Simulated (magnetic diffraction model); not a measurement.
**Which magnetic order? V2Ga2S5**

Space group P-3m1 (no. 164), a = 3.6450 Å, c = 15.3730 Å.

| site | atom | x | y | z |
| --- | --- | --- | --- | --- |
| 2d | Ga | 2/3 | 1/3 | 0.1757 |
| 2d | V | 2/3 | 1/3 | 0.5934 |
| 2d | S | 2/3 | 1/3 | 0.8947 |
| 2d | S | 2/3 | 1/3 | 0.3238 |
| 1b | S | 0 | 0 | 1/2 |

The compound is invented for this exercise: a known structure type with other elements, its cell scaled to their sizes and not relaxed.

Only V is taken to order (form factors of V2+); orders and moment sizes are assumed, and not adapted to the symmetry. Radiation: neutrons of λ = 1.909 Å, 3° to 55°; isotropic B of 0.62 Å² (Ga), 0.57 Å² (V) and 0.74 Å² (S). The intensities are simulated: I ∝ L Σ (|F_N|² + |F_M⊥|²) for unpolarised neutrons, with F_M = 2.695 fm/μB × Σ f(s) S exp(2πi Q·r) exp(−B s²) at Q = H ± k (one set where k and −k are equivalent), only the part normal to Q counting and L = 1/(sin²θ cos θ). For collinear order S is the moment m, which repeats by lattice and centring translations R with the sign exp(−2πi k·R). Form factors are spin-only for 3d ions and dipole or tabulated for f ions, scattering lengths are Sears's of 1992, and absorption is left out. A label names one of the reflections at its angle. The strongest nuclear line in the range is 100, and lines under 0.2 are left out.

Above the ordering temperature:

```tsv
2θ (°)	index	I
7.12	(0 0 1)	71.6
14.27	(0 0 2)	30.0
21.47	(0 0 3)	39.8
28.76	(0 0 4)	6.4
35.20	(1 0 0)	22.0
35.96	(1 0 1)	100.0
36.17	(0 0 5)	0.6
38.16	(1 0 2)	27.9
41.60	(1 0 3)	18.6
43.74	(0 0 6)	18.1
46.07	(1 0 4)	47.0
51.36	(1 0 5)	30.4
51.52	(0 0 7)	0.2
```

Below it (cell unchanged):

```csv
2θ (°),I
7.12,71.6
14.27,30.0
17.39,37.2
18.81,42.0
21.47,39.8
22.57,10.2
27.76,3.2
28.76,6.4
31.23,6.3
33.69,11.9
33.81,2.3
35.20,22.0
35.96,100.0
36.17,0.6
37.49,7.8
38.16,27.9
40.40,1.3
41.60,18.6
42.31,2.1
43.74,18.1
46.07,47.0
47.16,4.0
47.41,0.5
47.76,5.9
49.52,2.6
51.36,30.4
51.52,0.2
52.37,1.5
54.49,0.9
```

**Question.** Check that the new lines index with k = (1/2 1/2 0), then choose among these models:
A. collinear moments along [001], 2.59 μB on V; signs + at (2/3, 1/3, 0.5934), + at (1/3, 2/3, 0.4066)
B. collinear moments along [100], 2.59 μB on V; signs + at (2/3, 1/3, 0.5934), − at (1/3, 2/3, 0.4066)
C. collinear moments along [001], 2.59 μB on V; signs + at (2/3, 1/3, 0.5934), − at (1/3, 2/3, 0.4066)
D. collinear moments along [100], 2.59 μB on V; signs + at (2/3, 1/3, 0.5934), + at (1/3, 2/3, 0.4066)

The new lines index as (1/2 -1/2 0) at 17.39°, (1/2 -1/2 1) at 18.81°, (1/2 -1/2 2) at 22.57° and (1/2 -1/2 3) at 27.76°, that is as H ± k with k = (1/2 1/2 0), one of 3 inequivalent arms of its star (k and −k counted as one), which a powder can't tell apart. Half indices mean that the moments reverse under translations with k·R a half-integer, and the magnetic cell has twice the primitive volume.

Magnetic intensity, observed (below minus above) and for each model:

| 2θ (°) | index | observed | A | B | C | D |
| --- | --- | --- | --- | --- | --- | --- |
| 17.39 | (1/2 -1/2 0) | 37.2 | 12.4 | 9.3 | 37.2 | 3.1 |
| 18.81 | (-1/2 1/2 1) | 42.0 | 28.4 | 17.6 | 42.0 | 11.9 |
| 22.57 | (1/2 -1/2 2) | 10.2 | 21.2 | 9.4 | 10.2 | 19.6 |
| 27.76 | (1/2 -1/2 3) | 3.2 | 8.8 | 5.7 | 3.2 | 15.6 |
| 30.36 | (1/2 1/2 0) | <0.2 | 11.7 | <0.2 | <0.2 | 8.8 |
| 31.23 | (1/2 1/2 1) | 6.3 | 14.2 | 5.0 | 6.3 | 11.4 |
| 33.69 | (1/2 1/2 2) | 11.9 | 2.1 | 11.6 | 11.9 | 2.0 |
| 37.49 | (1/2 1/2 3) | 7.8 | 0.3 | 9.8 | 7.8 | 0.4 |

Model C matches.

The absence at (1/2 1/2 0) is telling: the sublattices cancel there.

The structure used: k = (1/2 1/2 0), collinear moments along [001], 2.59 μB on V; signs + at (2/3, 1/3, 0.5934), − at (1/3, 2/3, 0.4066).

[Logs are printed without paths, hosts, clocks, repeated set-up lines and the standing remarks that a program may print on its own settings, such as how far it seeks lower states.]
